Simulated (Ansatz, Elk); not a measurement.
# LuCo3Os2: X-ray structure factors from the self-consistent density

Structure refinements treat a crystal as free atoms side by side. For a made-up structure of LuCo3Os2 (cell and positions from a PBEsol relaxation) the runs below show what the calculated density changes in F(hkl).

Calculated with Elk 11.2.3 (patched build); DFT, PBE, all-electron APW+lo, Dirac cores, scalar-relativistic bands, static density, ferromagnetic start.

The structure was built from a prototype and need not be the compound's stable phase.

## 1. The starting structure

It takes space group P6/mmm (No. 191, hexagonal). Conventional cell: a = 4.866 Å, b = 4.866 Å, c = 4.155 Å, α = 90.00°, β = 90.00°, γ = 120.00°. Nearest to Os lie 6 Co at 2.51 Å and 3 Lu at 2.81 Å and 3 Os at 2.81 Å. Nearest to Lu lie 6 Os at 2.81 Å. Nearest to Co lie 4 Co at 2.43 Å and 4 Os at 2.51 Å. Farther neighbours are not listed.

## 2. Ground state and structure factors

An all-electron density is needed, since X-rays see the cores too. Task 0 finds the density and task 195 Fourier-transforms it; tshift is off so that phases refer to the origin typed.

elk.in reads:

```
tasks
  0
  195
  196

xctype
  20

spinpol
  .true.

rgkmax
  7.0

gmaxvr
  14.0

lmaxo
  7

lmaxapw
  8

swidth
  0.002

tshift
  .false.

ramdisk
  .false.

hmaxvr
  5.5

maxscl
  120

epspot
  1e-06

reducebf
  0.8

sppath
  './'

avec
  9.19508718299 0.00000000000 -0.00000000000
  -4.59754359150 7.96317909048 0.00000000000
  -0.00000000000 0.00000000000 7.85265629442

atoms
  3
  'Os.in'
  2
  0.6666666667 0.3333333333 0.0000000000   0.000000 0.000000 0.000000
  0.3333333333 0.6666666667 -0.0000000000   0.000000 0.000000 0.000000
  'Lu.in'
  1
  0.0000000000 0.0000000000 0.0000000000   0.000000 0.000000 0.000000
  'Co.in'
  3
  0.0000000000 0.5000000000 0.5000000000   0.000000 0.000000 -0.060000
  0.5000000000 0.5000000000 0.5000000000   0.000000 0.000000 -0.060000
  0.5000000000 -0.0000000000 0.5000000000   0.000000 0.000000 -0.060000

ngridk
  5 5 5
```

Started as:

```
OMP_NUM_THREADS=4 elk
```

Numbers of over 12 decimals in the logs are rounded to 6 here.

Log:

```text
┌─────────────────────────┐
│ Elk code version 11.2.3 │
└─────────────────────────┘

All units are atomic (Hartree, Bohr, etc.)

┌─────────────────────────────────────────────────┐
│ Ground-state run starting from atomic densities │
└─────────────────────────────────────────────────┘

Lattice vectors :
   9.195087183       0.000000000      -0.000000000
  -4.597543592       7.963179090       0.000000000
  -0.000000000       0.000000000       7.852656294

Reciprocal lattice vectors :
  0.6833198187      0.3945148813       0.000000000
  -0.000000000      0.7890297626      -0.000000000
   0.000000000       0.000000000      0.8001350208

Unit cell volume      :    574.9881886
Brillouin zone volume :   0.4314005372

Muffin-tin inner radius fraction :   0.1000000000E-01

Nuclei treated as point charges

Species : 1 (Os)
 parameters loaded from : Os.in
 name : osmium
 nuclear charge    :   -76.00000000
 electronic charge :    76.00000000
 atomic mass :    346768.0767
 muffin-tin radius :    2.493633046
 number of radial points in muffin-tin :   1393
 inner part over the whole radius :   0.9961388969E-02
 number on inner part of muffin-tin    :    997
 approximate nuclear radius :   0.1019601503E-03
 number of mesh points to nuclear radius :    525
 atomic positions (lattice), magnetic fields (Cartesian) :
  1 :  -0.33333333  0.33333333  0.00000000    0.00000000  0.00000000  0.00000000
  2 :   0.33333333 -0.33333333  0.00000000    0.00000000  0.00000000  0.00000000

Species : 2 (Lu)
 parameters loaded from : Lu.in
 name : lutetium
 nuclear charge    :   -71.00000000
 electronic charge :    71.00000000
 atomic mass :    318945.3298
 muffin-tin radius :    2.765153015
 number of radial points in muffin-tin :   1393
 inner part over the whole radius :   0.9997855319E-02
 number on inner part of muffin-tin    :    999
 approximate nuclear radius :   0.9954169502E-04
 number of mesh points to nuclear radius :    518
 atomic positions (lattice), magnetic fields (Cartesian) :
  1 :   0.00000000  0.00000000  0.00000000    0.00000000  0.00000000  0.00000000

Species : 3 (Co)
 parameters loaded from : Co.in
 name : cobalt
 nuclear charge    :   -27.00000000
 electronic charge :    27.00000000
 atomic mass :    107428.6517
 muffin-tin radius :    2.164335672
 number of radial points in muffin-tin :    993
 inner part over the whole radius :   0.9988559737E-02
 number on inner part of muffin-tin    :    699
 approximate nuclear radius :   0.7243775530E-04
 number of mesh points to nuclear radius :    335
 atomic positions (lattice), magnetic fields (Cartesian) :
  1 :   0.00000000  0.50000000  0.50000000    0.00000000  0.00000000 -0.06000000
  2 :   0.50000000  0.50000000  0.50000000    0.00000000  0.00000000 -0.06000000
  3 :   0.50000000  0.00000000  0.50000000    0.00000000  0.00000000 -0.06000000

Total number of atoms per unit cell :    6
Total muffin-tin volume :    345.8680465
 ratio of muffin-tin to unit cell volume :   0.6015220023

Spin treatment :
 spin-polarised
 global magnetic field (Cartesian) :    0.000000000       0.000000000       0.000000000
 collinear magnetisation in z-direction

Number of Bravais lattice symmetries :   24
Number of crystal symmetries         :   24
Crystal has inversion symmetry
Real symmetric eigensolver will be used

k-point grid :      5     5     5
k-point offset :    0.000000000       0.000000000       0.000000000
k-point set is reduced with full crystal symmetry group
Total number of k-points :       15

Muffin-tin radius times maximum |G+k| :    7.000000000
 using average radius
Maximum |G+k| for APW functions       :    2.948314753
Maximum (1/2)|G+k|²                   :    4.346279941
Maximum |G| for potential and density :    14.00000000
Constant for pseudocharge density :   10
 order of it for each species :   17  17  17
 order of it for pair densities of each species (exact exchange by exxq0 0: 18) :   11  13   7
Radial integration step length :    1

G-vector grid sizes :     42    42    35
[...]
Absolute change in total energy (target)   :    4.752128238     (  0.1000000000E-03)

[... loops 3 to 25 left out ...]

┌──────────────────┐
│ Loop number : 26 │
└──────────────────┘

Energies :
 Fermi                       :     0.389717
 sum of occupied eigenvalues :     -32507.175362374
 electron kinetic            :      59735.159637425
 core electron kinetic       :      57339.205782963
 Coulomb                     :     -111896.77442987
 Coulomb potential           :     -90721.327330606
 nuclear-nuclear             :     -5281.4427201163
 electron-nuclear            :     -122648.36580597
 Hartree                     :      16033.034096218
 Madelung                    :     -66536.110764568
 xc potential                :     -1520.9096727442
 xc effective B-field        :    -0.97991644123566E-01
 external B-field            :      0.000000
 exchange                    :     -1146.4053851967
 correlation                 :     -17.419650473943
 electron entropic           :    -0.30974803359036E-02
 total energy                :     -53325.442925597
 (external B-field energy excluded from total)

Density of states at Fermi energy :    239.6537001
 (states/Hartree/unit cell)

Estimated indirect band gap :   0.1987861610E-03
 from k-point 6 to k-point 13
Estimated direct band gap   :   0.3946410670E-03
 at k-point 4

Charges :
 core                        :    174.0000000
 valence                     :    130.0000000
 interstitial                :    8.329213657
 muffin-tins (core leakage)
  species : 1 (Os)
[...]
species : 2 (Lu)
[...]
species : 3 (Co)
[...]
total in muffin-tins        :    295.6707863
 total calculated charge     :    303.9945607
 total charge                :    304.0000000
 error                       :   0.5439294374E-02

Moments :
 interstitial                :  -0.1209498496
 muffin-tins
  species : 1 (Os)
[...]
species : 2 (Lu)
[...]
species : 3 (Co)
[...]
total in muffin-tins        :    4.086799305
 total moment                :    3.965849456

RMS change in Kohn-Sham potential (target) :   0.6045085712E-06 (  0.1000000000E-05)
Absolute change in total energy (target)   :   0.1253690425E-04 (  0.1000000000E-03)

Convergence targets achieved

┌──────────────────┐
│ Loop number : 27 │
└──────────────────┘

Energies :
 Fermi                       :     0.389717
 sum of occupied eigenvalues :     -32507.175340070
 electron kinetic            :      59735.159692942
 core electron kinetic       :      57339.205816160
 Coulomb                     :     -111896.77444639
 Coulomb potential           :     -90721.327405743
 nuclear-nuclear             :     -5281.4427201163
 electron-nuclear            :     -122648.36575816
 Hartree                     :      16033.034031885
 Madelung                    :     -66536.110743516
 xc potential                :     -1520.9096311863
 xc effective B-field        :    -0.97994560453296E-01
 external B-field            :      0.000000
 exchange                    :     -1146.4053895789
 correlation                 :     -17.419650346828
 electron entropic           :    -0.30974992407500E-02
 total energy                :     -53325.442890870
 (external B-field energy excluded from total)

Density of states at Fermi energy :    239.6564050
 (states/Hartree/unit cell)

Estimated indirect band gap :   0.1978737097E-03
 from k-point 6 to k-point 13
Estimated direct band gap   :   0.3940682439E-03
 at k-point 4

Charges :
 core                        :    174.0000000
 valence                     :    130.0000000
 interstitial                :    8.329213762
 muffin-tins (core leakage)
  species : 1 (Os)
[...]
species : 2 (Lu)
[...]
species : 3 (Co)
   atom 1                    :    25.74377479     (  0.1578172673E-02)
   atom 2                    :    25.74377479     (  0.1578172673E-02)
   atom 3                    :    25.74377479     (  0.1578172673E-02)
 total in muffin-tins        :    295.6707862
 total calculated charge     :    303.9945607
 total charge                :    304.0000000
 error                       :   0.5439290629E-02

Moments :
 interstitial                :  -0.1209571887
 muffin-tins
  species : 1 (Os)
[...]
species : 2 (Lu)
[...]
species : 3 (Co)
   atom 1                    :    1.186485489
   atom 2                    :    1.186485489
   atom 3                    :    1.186485489
 total in muffin-tins        :    4.086827934
 total moment                :    3.965870745

┌──────────────────────────────┐
│ Self-consistent loop stopped │
└──────────────────────────────┘

Warning : core states of species 3 leak from the muffin-tin :   0.1578172673E-02

Wrote STATE.OUT
```

The job ended after 8 min (4 threads of Arm Neoverse V1, shared host; peak memory 0.76 GiB; 29 min of CPU time).

SFACRHO.OUT:

```text

h k l indices transformed by vhmat matrix:
   1.000000000       0.000000000       0.000000000    
   0.000000000       1.000000000       0.000000000    
   0.000000000       0.000000000       1.000000000    

      h      k      l  multipl.   |H|            Re(F)            Im(F)           |F|

      0      0      0      1   0.0000000       304.00000     -0.26346474E-16   304.00000    
     -1      0      0      6  0.78902976      -29.328128     -0.29346286E-13   29.328128    
      0      0      1      2  0.80013502       133.83662      0.80006052E-14   133.83662    
     -1      1      1     12   1.1237366       17.842938     -0.14483383E-13   17.842938    
      1      1      0      6   1.3666396       165.99393     -0.75727054E-13   165.99393    
      2      0      0      6   1.5780595       55.119965      0.45988901E-13   55.119965    
     -1      2     -1     12   1.5836414       199.37615     -0.38371917E-14   199.37615    
      0      0      2      2   1.6002700       237.96256     -0.14345457E-13   237.96256    
     -2      0      1     12   1.7693185      -59.744957     -0.50280203E-13   59.744957    
      0     -1     -2     12   1.7842175      -22.272054     -0.16991836E-13   22.272054    
      2     -3      0     12   2.0875765      -20.879320     -0.12881783E-13   20.879320    
      1      1     -2     12   2.1044163       146.56426     -0.59232929E-13   146.56426    
      2      1      1     24   2.2356636       12.694367      0.72627993E-13   12.694367    
      0     -2     -2     12   2.2474733       45.501372     -0.37044363E-14   45.501372    
      3     -3      0      6   2.3670893       140.25079      0.78238466E-14   140.25079    
      0      0     -3      2   2.4004051       107.88181     -0.17594746E-13   107.88181    
      3      0     -1     12   2.4986652       167.64933     -0.13432031E-12   167.64933    
      0     -1      3     12   2.5267593       11.382129     -0.18441559E-14   11.382129
```

Elk indexes on the primitive cell of elk.in and gives |H| = 4π sin θ/λ in inverse bohr. Below, one row stands for each form hkl of the conventional cell (m members, Friedel mates merged), F is for one primitive cell and the density is static (no thermal factor). Free-atom factors are Waasmaier and Kirfel's, and R is Σm||F|−|F'||/Σm|F|.

| hkl | m | sin θ/λ (Å⁻¹) | abs F, DFT | neutral atoms | diff. |
| --- | --- | --- | --- | --- | --- |
| 100 | 6 | 0.119 | 29.328 | 29.008 | +0.320 |
| 001 | 2 | 0.120 | 133.837 | 134.214 | -0.377 |
| 101 | 12 | 0.169 | 17.843 | 17.766 | +0.077 |
| 110 | 6 | 0.205 | 165.994 | 166.460 | -0.466 |
| 200 | 6 | 0.237 | 55.120 | 55.525 | -0.405 |
| 111 | 12 | 0.238 | 199.376 | 200.109 | -0.733 |
| 002 | 2 | 0.241 | 237.963 | 238.870 | -0.907 |
| 201 | 12 | 0.266 | 59.745 | 60.280 | -0.535 |
| 102 | 12 | 0.268 | 22.272 | 22.541 | -0.269 |
| 210 | 12 | 0.314 | 20.879 | 20.999 | -0.120 |
| 112 | 12 | 0.317 | 146.564 | 146.895 | -0.331 |
| 211 | 24 | 0.336 | 12.694 | 12.831 | -0.136 |
| 202 | 12 | 0.338 | 45.501 | 45.789 | -0.287 |
| 300 | 6 | 0.356 | 140.251 | 140.336 | -0.085 |
| 003 | 2 | 0.361 | 107.882 | 107.906 | -0.024 |
| 301 | 12 | 0.376 | 167.649 | 167.912 | -0.263 |
| 103 | 12 | 0.380 | 11.382 | 11.535 | -0.153 |
| 212 | 24 | 0.396 | 18.561 | 18.526 | +0.034 |

## 3. The magnetisation density

The same run holds the spin density, and task 196 transforms it. The order is that of the start, and no other was tried.

SFACMAG_1.OUT:

```text

h k l indices transformed by vhmat matrix:
   1.000000000       0.000000000       0.000000000    
   0.000000000       1.000000000       0.000000000    
   0.000000000       0.000000000       1.000000000    

      h      k      l  multipl.   |H|            Re(F)            Im(F)           |F|

      0      0      0      1   0.0000000       3.9658709     -0.69513350E-18   3.9658709    
     -1      0      0      6  0.78902976      -1.3659233     -0.35740324E-15   1.3659233    
      0      0      1      2  0.80013502      -2.6920244      0.37802132E-15   2.6920244    
     -1      1      1     12   1.1237366      0.79932957      0.32252006E-15  0.79932957    
      1      1      0      6   1.3666396     -0.69755078     -0.45850773E-15  0.69755078    
      2      0      0      6   1.5780595       2.3002438     -0.28916798E-15   2.3002438    
     -1      2     -1     12   1.5836414       1.0192689     -0.12273011E-15   1.0192689    
      0      0      2      2   1.6002700       2.7277071     -0.58125714E-15   2.7277071    
     -2      0      1     12   1.7693185      -2.2460464     -0.13411665E-15   2.2460464    
      0     -1     -2     12   1.7842175     -0.80893269     -0.37082350E-15  0.80893269    
      2     -3      0     12   2.0875765     -0.57983990     -0.43390259E-15  0.57983990    
      1      1     -2     12   2.1044163     -0.53128298     -0.51897102E-16  0.53128298    
      2      1      1     24   2.2356636      0.53700634      0.30746780E-15  0.53700634    
      0     -2     -2     12   2.2474733       1.6162747      0.65141527E-15   1.6162747    
      3     -3      0      6   2.3670893     -0.39430656      0.15386585E-15  0.39430656    
      0      0     -3      2   2.4004051      -1.4213316     -0.56325959E-15   1.4213316
```

The total moment is 3.97 μB a cell; sphere moments: Os1 +0.29, Os2 +0.29, Lu3 -0.06, Co4 +1.19, Co5 +1.19, Co6 +1.19 μB. Polarised neutrons measure spin and orbital magnetisation together; without spin-orbit coupling the run gives the spin part:

```
hkl  sin θ/λ (Å⁻¹)  abs F_M (μB)
100          0.119         1.366
001          0.120         2.692
101          0.169         0.799
110          0.205         0.698
200          0.237         2.300
111          0.238         1.019
002          0.241         2.728
201          0.266         2.246
102          0.268         0.809
210          0.314         0.580
112          0.317         0.531
211          0.336         0.537
202          0.338         1.616
300          0.356         0.394
```

(Part 1 of 2 ends here.)

[Logs are printed without paths, hosts, clocks, repeated set-up lines and the standing remarks that a program may print on its own settings, such as how far it seeks lower states.]

[Hosts, paths, dates, database ids (printed as entryN), source tags and the programs' standing remarks are cut or masked in the printed files.]
